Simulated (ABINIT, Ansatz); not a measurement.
# A GW chain in ABINIT: PbS (Galena), part 2 of 3

How does a plane-wave GW calculation on PbS (Galena) run from the first input to the gap?

ABINIT 10.8.3; PBE and many-body steps on it, plane waves. Known limits of the many-body steps: not at the basis limit; model gap, bands may invert with spin-orbit coupling; mesh may overstate the screening; no spin-orbit coupling; coarse k mesh.

So far. Step 2 (Ground state): The gap is direct, at (0.500, 0.000, 0.000).

The database entry behind the starting cell differs from later determinations by our own check (about 0.1 % short), so it need not match the best structure at ambient conditions.

## Step 3: Bands along the symmetry lines

Level of this step: DFT, PBE, plane waves, norm-conserving pseudopotentials (ABINIT).

Levels along a band path, at the cheap level, show where the edges lie and whether the meshes to come will hold them.

Input file run.abi:

```
acell 3*1.0 Angstrom
rprim 
  0.000000000000 2.965750000000 2.965750000000
  2.965750000000 -0.000000000000 2.965750000000
  2.965750000000 2.965750000000 0.000000000000
ntypat 2
znucl 82 16
natom 2
typat 1 2
xred 
  0.000000000000 0.000000000000 0.000000000000
  0.500000000000 0.500000000000 0.500000000000
pp_dirpath "pseudos"
pseudos "Pb.upf, S.upf"
ecut 32
iscf -2
irdden 1
kptopt 0
nkpt 50
kpt 
  0.00000000 0.00000000 0.00000000
  0.06250000 0.00000000 0.06250000
  0.12500000 0.00000000 0.12500000
  0.18750000 0.00000000 0.18750000
  0.25000000 0.00000000 0.25000000
  0.31250000 0.00000000 0.31250000
  0.37500000 0.00000000 0.37500000
  0.43750000 0.00000000 0.43750000
  0.50000000 0.00000000 0.50000000
  0.51562500 0.03125000 0.51562500
  0.53125000 0.06250000 0.53125000
  0.54687500 0.09375000 0.54687500
  0.56250000 0.12500000 0.56250000
  0.57812500 0.15625000 0.57812500
  0.59375000 0.18750000 0.59375000
  0.60937500 0.21875000 0.60937500
  0.62500000 0.25000000 0.62500000
  0.37500000 0.37500000 0.75000000
  0.32812500 0.32812500 0.65625000
  0.28125000 0.28125000 0.56250000
  0.23437500 0.23437500 0.46875000
  0.18750000 0.18750000 0.37500000
  0.14062500 0.14062500 0.28125000
  0.09375000 0.09375000 0.18750000
  0.04687500 0.04687500 0.09375000
  0.00000000 0.00000000 0.00000000
  0.06250000 0.06250000 0.06250000
  0.12500000 0.12500000 0.12500000
  0.18750000 0.18750000 0.18750000
  0.25000000 0.25000000 0.25000000
  0.31250000 0.31250000 0.31250000
  0.37500000 0.37500000 0.37500000
  0.43750000 0.43750000 0.43750000
  0.50000000 0.50000000 0.50000000
  0.50000000 0.46875000 0.53125000
  0.50000000 0.43750000 0.56250000
  0.50000000 0.40625000 0.59375000
  0.50000000 0.37500000 0.62500000
  0.50000000 0.34375000 0.65625000
  0.50000000 0.31250000 0.68750000
  0.50000000 0.28125000 0.71875000
  0.50000000 0.25000000 0.75000000
  0.50000000 0.21875000 0.71875000
  0.50000000 0.18750000 0.68750000
  0.50000000 0.15625000 0.65625000
  0.50000000 0.12500000 0.62500000
  0.50000000 0.09375000 0.59375000
  0.50000000 0.06250000 0.56250000
  0.50000000 0.03125000 0.53125000
  0.50000000 0.00000000 0.50000000
istwfk *1
nband 21
nbdbuf 2
tolwfr 1e-08
nstep 40
prtwf 0
prtvol 0
indata_prefix "in"
outdata_prefix "out"
tmpdata_prefix "tmp"
```

Run with:

```console
> OMP_NUM_THREADS=1 mpirun -n 8 abinit run.abi > log
```

Numbers of over 12 decimals in the logs are rounded to 6 here.

What it wrote:

```text
.Version 10.8.3 of ABINIT. v10.8.2 released Aug 2026.

 Symmetries : space group Fm -3 m (#225); Bravais cF (face-center cubic)
[... echo of the input left out ...]
== DATASET  1 ==================================================================
-   mpi_nproc: 8, omp_nthreads: 1 (-1 if OMP is not activated)

--- !DatasetInfo
iteration_state: {dtset: 1, }
dimensions: {natom: 2, nkpt: 50, mband: 21, nsppol: 1, nspinor: 1, nspden: 1, mpw: 3071, }
cutoff_energies: {ecut:  32.0, pawecutdg:  -1.0, }
electrons: {nelect:   2.80000000E+01, charge:   0.00000000E+00, occopt:   1.00000000E+00, tsmear:   1.00000000E-02, }

 Real(R)+Recip(G) space primitive vectors, cartesian coordinates (Bohr,Bohr^-1):
 R(1)=  0.0000000  5.6044553  5.6044553  G(1)= -0.0892147  0.0892147  0.0892147
 R(2)=  5.6044553  0.0000000  5.6044553  G(2)=  0.0892147 -0.0892147  0.0892147
 R(3)=  5.6044553  5.6044553  0.0000000  G(3)=  0.0892147  0.0892147 -0.0892147
 Unit cell volume ucvol=  3.5207097E+02 bohr^3
 Angles (23,13,12)=  6.00000000E+01  6.00000000E+01  6.00000000E+01 degrees

 getcut: wavevector=  0.0000  0.0000  0.0000  ngfft=  45  45  45
         ecut(hartree)=     32.000   => boxcut(ratio)=   2.18004

--- Pseudopotential description ------------------------------------------------
- Pb Generated using ONCVPSP code by D. R. Hamann
- 82.00000  22.00000  220131                  znucl, zion, pspdat
12 -101130 3 -1 1692                          pspcod,pspxc,lmax,lloc,mmax
     nproj     2     2     2     1
  pspatm : epsatm=   27.21822286
         --- l  ekb(1:nproj) -->
             0   15.655587    1.914583
             1    7.187683    1.168328
             2    3.424574    0.432546
             3    9.337611
 pspatm: atomic psp has been read  and splines computed

- S Generated using ONCVPSP code by D. R. Hamann
- 16.00000   6.00000  220131                  znucl, zion, pspdat
12 -101130 2 -1 1148                          pspcod,pspxc,lmax,lloc,mmax
     nproj     2     2     2     0
  pspatm : epsatm=    9.04179067
         --- l  ekb(1:nproj) -->
[...]
pspatm: atomic psp has been read  and splines computed

--------------------------------------------------------------------------------

================================================================================
 prteigrs : about to open file out_EIG
 Non-SCF case, kpt    1 (  0.00000  0.00000  0.00000), residuals and eigenvalues=
  6.04E-09  2.03E-09  5.90E-09  8.93E-09  2.60E-09  3.31E-09  8.37E-09  3.12E-09
  5.16E-09  5.40E-09  1.96E-09  2.05E-09  2.42E-09  4.23E-09  7.79E-09  3.12E-09
  6.24E-09  5.78E-09  2.81E-09  5.30E-08  4.39E-05
 -4.8733E+00 -2.7309E+00 -2.7309E+00 -2.7309E+00 -3.5750E-01 -3.5750E-01
 -3.5750E-01 -3.5691E-01 -3.5691E-01 -2.3845E-01  3.9507E-02  1.8133E-01
  1.8133E-01  1.8133E-01  4.5279E-01  4.5279E-01  4.5279E-01  5.0769E-01
[...]
Non-SCF case, kpt    3 (  0.12500  0.00000  0.12500), residuals and eigenvalues=
[...]
6.15E-09  7.06E-09  5.70E-09  2.82E-06  1.65E-04
[...]
Non-SCF case, kpt   49 (  0.50000  0.03125  0.53125), residuals and eigenvalues=
[...]
Non-SCF case, kpt   50 (  0.50000  0.00000  0.50000), residuals and eigenvalues=
[...]
-3.5596E-01 -3.5527E-01 -3.5527E-01 -1.7711E-01 -3.1151E-03  7.0275E-02
  1.3474E-01  1.3474E-01  4.0303E-01  4.6601E-01  4.7002E-01  4.7002E-01
[...]
--- !ResultsGS
iteration_state: {dtset: 1, }
comment   : Summary of ground state results
lattice_vectors:
- [  0.0000000,   5.6044553,   5.6044553, ]
- [  5.6044553,  -0.0000000,   5.6044553, ]
- [  5.6044553,   5.6044553,   0.0000000, ]
lattice_lengths: [   7.92590,    7.92590,    7.92590, ]
lattice_angles: [ 60.000,  60.000,  60.000, ] # degrees, (23, 13, 12)
lattice_volume:   3.5207097E+02
convergence: {deltae:  0.000E+00, res2:  0.000E+00, residm:  9.984E-09, diffor:  0.000E+00, }
etotal    :  -2.20828640E+02
entropy   :   0.00000000E+00
fermie    :   2.61321931E-01
cartesian_stress_tensor: null
pressure_GPa: null
xred      :
- [  0.0000E+00,   0.0000E+00,   0.0000E+00, Pb]
- [  5.0000E-01,   5.0000E-01,   5.0000E-01,  S]
cartesian_forces: null
force_length_stats: {min: null, max: null, mean: null, }

 Integrated electronic density in atomic spheres:
 ------------------------------------------------
 Atom  Sphere_radius  Integrated_density
[...]
================================================================================

 ----iterations are completed or convergence reached----

 Mean square residual over all n,k,spin=   49.333E-10; max=  99.836E-10
 reduced coordinates (array xred) for    2 atoms
       0.000000000000      0.000000000000      0.000000000000
       0.500000000000      0.500000000000      0.500000000000

 cartesian coordinates (angstrom) at end:
    1      0.000000     0.000000     0.000000
    2      2.965750     2.965750     2.965750
 length scales=  1.889726125908  1.889726125908  1.889726125908 bohr
              =  1.000000000000  1.000000000000  1.000000000000 angstroms
 prteigrs : about to open file out_EIG
 Eigenvalues (hartree) for nkpt=  50  k points:
 kpt#   1, nband= 21, wtk=  1.00000, kpt=  0.0000  0.0000  0.0000 (reduced coord)
[...]
kpt#   2, nband= 21, wtk=  1.00000, kpt=  0.0625  0.0000  0.0625 (reduced coord)
[...]
kpt#   3, nband= 21, wtk=  1.00000, kpt=  0.1250  0.0000  0.1250 (reduced coord)
[...]
kpt#  49, nband= 21, wtk=  1.00000, kpt=  0.5000  0.0313  0.5313 (reduced coord)
[...]
0.46530    0.47167    0.66981    0.69970    0.70582
 kpt#  50, nband= 21, wtk=  1.00000, kpt=  0.5000  0.0000  0.5000 (reduced coord)
  -4.87325   -2.73092   -2.73092   -2.73092   -0.36257   -0.35843   -0.35596   -0.35527
  -0.35527   -0.17711   -0.00312    0.07028    0.13474    0.13474    0.40303    0.46601
   0.47002    0.47002    0.66709    0.70583    0.70587

== END DATASET(S) ==============================================================
================================================================================

 -outvars: echo values of variables after computation  --------
            nband          21
             nkpt          50
          spgroup         225
 [... the other variables as echoed above ...]

 Calculation completed.
```

It took 23 s on 8 MPI ranks of Arm Neoverse N1, shared host; peak memory 0.53 GiB.

This step gave:

```
gap                        : 0.3622 eV
k of the valence top       : 0.5, 0.5, 0.5
k of the conduction bottom : 0.5, 0.5, 0.5
least direct gap           : 0.3622 eV
```

The gap is 0.362 eV, as in the run before at this level.

Electronic bands along the path, in eV, zero at the top of the highest filled band:

```csv
point,band 11,band 12,band 13,band 14,band 15,band 16,band 17,band 18
Γ,-6.04,-2.18,-2.18,-2.18,5.21,5.21,5.21,6.70
halfway,-7.22,-2.84,-2.84,-1.73,2.43,4.73,4.91,4.91
X,-7.20,-5.20,-3.44,-3.44,3.86,5.57,5.68,5.68
halfway,-7.46,-5.09,-3.31,-3.16,3.89,5.18,5.42,5.57
U,-7.98,-4.78,-2.94,-2.49,3.32,4.12,5.05,6.22
jump to K,-7.98,-4.78,-2.94,-2.49,3.32,4.12,5.05,6.22
halfway,-7.71,-3.11,-1.71,-0.59,1.47,2.51,4.14,7.57
Γ,-6.04,-2.18,-2.18,-2.18,5.21,5.21,5.21,6.70
halfway,-7.46,-2.02,-2.02,-1.17,2.35,3.21,3.21,6.86
L,-8.84,-1.79,-1.79,0.00,0.36,1.96,1.96,8.66
halfway,-8.48,-3.44,-3.02,-0.99,1.55,3.40,4.02,7.99
W,-7.94,-4.43,-4.43,-1.03,2.19,4.66,4.66,8.15
halfway,-7.61,-4.99,-3.77,-2.41,3.99,4.09,5.29,6.37
X,-7.20,-5.20,-3.44,-3.44,3.86,5.57,5.68,5.68
```

The electronic bands as a text plot (rows in eV, shown from -8.0 to 6.4 only):

```
    6.1 |  ++            ++                                   ++
    5.5 |+   +    +++++++             ++                     ++++
    4.9 | ++++++++      ++++       +++  +                ++++ ++
    4.3 | +     +++      ++ +++++++  +   ++           +++  ++++
    3.7 |       ++ +++++++         ++      +         +++       ++
    3.1 |  ++             ++     ++        ++       ++      +
    2.5 |     ++           ++++++++         ++++  +++     ++
    1.9 |    +              ++               ++ ++++   +++
    1.3 |                     +++              +     ++
    0.7 |                                       + +++
    0.1 |                                       *+
   -0.5 |                     ***              *  ***
   -1.1 |  ***              **   **         ***      *******
   -1.7 | *   **           *  ********   *** *******        *
   -2.3 |*****            ****     **********       **       *
   -2.9 |     ****     ****     ***                  **       **
   -3.5 |         *******     **                      **     ****
   -4.1 |         *         **                         *** **
   -4.7 |          **    ***                              ****
   -5.3 |            ****                                     ***
   -5.9 |**                           ***
   -6.5 |  **                      ***   **
   -7.1 |    ***** ****          **        *                   **
   -7.7 |         *    ****     *           ***          ******
         Γ           X  U|K            Γ         L        W     X
```

## Step 4: Empty states on the mesh, 4×4×4 mesh, 123 bands

The sums over transitions need many empty states on a uniform mesh; this step solves for them.

Input file run.abi:

```
acell 3*1.0 Angstrom
rprim 
  0.000000000000 2.965750000000 2.965750000000
  2.965750000000 -0.000000000000 2.965750000000
  2.965750000000 2.965750000000 0.000000000000
ntypat 2
znucl 82 16
natom 2
typat 1 2
xred 
  0.000000000000 0.000000000000 0.000000000000
  0.500000000000 0.500000000000 0.500000000000
pp_dirpath "pseudos"
pseudos "Pb.upf, S.upf"
ecut 32
ngkpt 4 4 4
nshiftk 1
shiftk 0 0 0
kptopt 1
chksymbreak 0
irdden 1
istwfk *1
nband 123
prtvol 0
optdriver 6
gwr_task "HDIAGO"
paral_kgb 0
occopt 1
indata_prefix "in"
outdata_prefix "out"
tmpdata_prefix "tmp"
```

What it wrote:

```text
[banner, memory and clock lines left out]
.Version 10.8.3 of ABINIT. v10.8.2 released Aug 2026.

 Symmetries : space group Fm -3 m (#225); Bravais cF (face-center cubic)
[... echo of the input left out ...]
== DATASET  1 ==================================================================
-   mpi_nproc: 8, omp_nthreads: 1 (-1 if OMP is not activated)

--- !DatasetInfo
iteration_state: {dtset: 1, }
dimensions: {natom: 2, nkpt: 8, mband: 123, nsppol: 1, nspinor: 1, nspden: 1, mpw: 3071, }
cutoff_energies: {ecut:  32.0, pawecutdg:  -1.0, }
electrons: {nelect:   2.80000000E+01, charge:   0.00000000E+00, occopt:   1.00000000E+00, tsmear:   1.00000000E-02, }

.Using double precision arithmetic; gwpc =  8

- Reading GS density from: in_DEN

--- Pseudopotential description ------------------------------------------------
- Pb Generated using ONCVPSP code by D. R. Hamann
- 82.00000  22.00000  220131                  znucl, zion, pspdat
12 -101130 3 -1 1692                          pspcod,pspxc,lmax,lloc,mmax
     nproj     2     2     2     1
  pspatm : epsatm=   27.21822286
         --- l  ekb(1:nproj) -->
             0   15.655587    1.914583
             1    7.187683    1.168328
             2    3.424574    0.432546
             3    9.337611
 pspatm: atomic psp has been read  and splines computed

- S Generated using ONCVPSP code by D. R. Hamann
- 16.00000   6.00000  220131                  znucl, zion, pspdat
12 -101130 2 -1 1148                          pspcod,pspxc,lmax,lloc,mmax
     nproj     2     2     2     0
  pspatm : epsatm=    9.04179067
         --- l  ekb(1:nproj) -->
             0    6.774234    0.542270
             1    3.022426    0.737017
             2   -5.033160   -1.531047
 pspatm: atomic psp has been read  and splines computed

   1.01528038E+03                                ecore*ucvol(ha*bohr**3)

 Total charge density [el/Bohr^3]
)     Maximum=    2.2509E+00  at reduced coord.    0.0667    0.9111    0.9778
)     Minimum=    2.8486E-03  at reduced coord.    0.2444    0.2444    0.2444
   Integrated=    2.8000E+01

 === KS gaps after direct diagonalization ===
 Direct band gap semiconductor
 Fundamental gap:     0.362 (eV)
   VBM:     7.111 (eV) at k: [ 5.0000E-01,  0.0000E+00,  0.0000E+00]
   CBM:     7.473 (eV) at k: [ 5.0000E-01,  0.0000E+00,  0.0000E+00]
 Direct gap:         0.362 (eV) at k: [ 5.0000E-01,  0.0000E+00,  0.0000E+00]

== END DATASET(S) ==============================================================

 -outvars: echo values of variables after computation  --------
           etotal      0.0000000000E+00
            nband         123
             nkpt           8
          spgroup         225
 [... the other variables as echoed above ...]

 Calculation completed.
```

Elapsed: 53 s, on 8 MPI ranks; peak memory 4.4 GiB; 7 min of CPU time.

This step gave:

```
gap                                                           : 0.3621 eV
k of the valence top                                          : 0.5, 0, 0
k of the conduction bottom                                    : 0.5, 0, 0
least direct gap                                              : 0.3621 eV
k points computed                                             : 8
lowest point of the top converged band, above the valence top : 77.7748 eV
```

On this mesh the gap is 0.362 eV.

## Step 5: Screening, 4×4×4 mesh, 115 bands, screening to 149.7 eV

The RPA dielectric matrix is built and inverted for each q.

This step: RPA screening on PBE, plane waves, norm-conserving pseudopotentials.

run.abi, as its differences from that of step 4:

```diff
@@ -20,10 +20,11 @@
 chksymbreak 0
-irdden 1
 istwfk *1
-nband 123
-prtvol 0
-optdriver 6
-gwr_task "HDIAGO"
-paral_kgb 0
 occopt 1
+irdwfk 1
+optdriver 3
+nband 115
+ecuteps 5.5
+inclvkb 2
+awtr 1
+symchi 1
 indata_prefix "in"
```

What it wrote:

```text
.Version 10.8.3 of ABINIT. v10.8.2 released Aug 2026.

 Symmetries : space group Fm -3 m (#225); Bravais cF (face-center cubic)
[... echo of the input left out ...]
== DATASET  1 ==================================================================
-   mpi_nproc: 8, omp_nthreads: 1 (-1 if OMP is not activated)

--- !DatasetInfo
iteration_state: {dtset: 1, }
dimensions: {natom: 2, nkpt: 8, mband: 115, nsppol: 1, nspinor: 1, nspden: 1, mpw: 3071, }
cutoff_energies: {ecut:  32.0, pawecutdg:  -1.0, }
electrons: {nelect:   2.80000000E+01, charge:   0.00000000E+00, occopt:   1.00000000E+00, tsmear:   1.00000000E-02, }

 SCREENING: Calculation of the susceptibility and dielectric matrices

 Based on a program developped by R.W. Godby, V. Olevano, G. Onida, and L. Reining.
 Incorporated in ABINIT by V. Olevano, G.-M. Rignanese, and M. Torrent.
.Using double precision arithmetic ; gwpc =  8

[... cell and pseudopotentials left out ...]
--------------------------------------------------------------------------------

 ==== K-mesh for the wavefunctions ====
 Number of points in the irreducible wedge :     8
[... list of points left out ...]
 Together with 48 symmetry operations and time-reversal symmetry
 yields    64 points in the full Brillouin Zone.

 ==== Q-mesh for the screening function ====
 Number of points in the irreducible wedge :     8
[... list of points left out ...]
 Together with 48 symmetry operations and time-reversal symmetry
 yields    64 points in the full Brillouin Zone.

 setmesh: FFT mesh size selected  =    30x   30x   30
          total number of points  =        27000

 vcoul_init : cutoff-mode = AUXILIARY_FUNCTION
 q-points for optical limit:   1
     1)      0.000010    0.000020    0.000030

- screening: taking advantage of time-reversal symmetry
- Maximum band index for partially occupied states nbvw = 14
- Remaining bands to be divided among processors   nbcw = 101
- Number of bands treated by each node ~12

 Number of electrons calculated from density =   28.0000; Expected =   28.0000
 average of density, n =  0.079529
 r_s =    1.4425
 omega_plasma =   27.2032 [eV]

 calculating chi0 at frequencies [eV] :
  1    0.000000E+00    0.000000E+00
  2    0.000000E+00    2.720317E+01

--------------------------------------------------------------------------------
  q-point number  1        q = ( 0.000000, 0.000000, 0.000000) [r.l.u.]
--------------------------------------------------------------------------------
[... chi0 elements left out ...]
 For q-point:  0.000010 0.000020 0.000030
  dielectric constant =  71.2078
  dielectric constant without local fields =  77.8847

  Average fulfillment of the sum rule on Im[epsilon] for q-point    1 :     73.73  [%]
[... wings left out ...]
  q-point number  2        q = ( 0.250000, 0.000000, 0.000000) [r.l.u.]
--------------------------------------------------------------------------------
[... chi0 elements left out ...]
  Average fulfillment of the sum rule on Im[epsilon] for q-point    2 :     86.62  [%]

 [... 6 further q-points ...]
```

The job ended after 60 s (8 MPI ranks; peak memory 1.5 GiB; 8 min of CPU time).

This step gave:

| Item | Value |
| --- | --- |
| ε∞ with local fields, on this mesh, along the program's q direction | 71.21 |
| the same without local fields | 77.88 |
| plasma frequency | 27.20 eV |
| plane waves in the screening matrix | 229 |

Local fields lower ε∞ by 9 %. On a Γ-centred mesh this coarse the value itself is usually too large, while a short band sum pulls it down.

(Continued in part 3 of 3.)

[Paths, hosts, dates, memory and timing lines, banners, echoed tables and standing remarks are left out of the program output.]

[Logs are printed without paths, hosts, clocks, repeated set-up lines and the standing remarks that a program may print on its own settings, such as how far it seeks lower states.]

[Runs of the session that timed out or met a known fault of the program may be left out.]

[Hosts, paths, dates, database ids (printed as entryN), source tags and the programs' standing remarks are cut or masked in the printed files.]

[G0W0 gaps are taken among the corrected bands and points alone; a level outside them can change the order at an edge.]

[Where Ansatz stands beside ABINIT at settings called matched, ABINIT's density can come from a denser mesh and the files from another edition; pairs whose starting gaps differed by over 0.03 eV were left out, so agreement reads better than it is.]
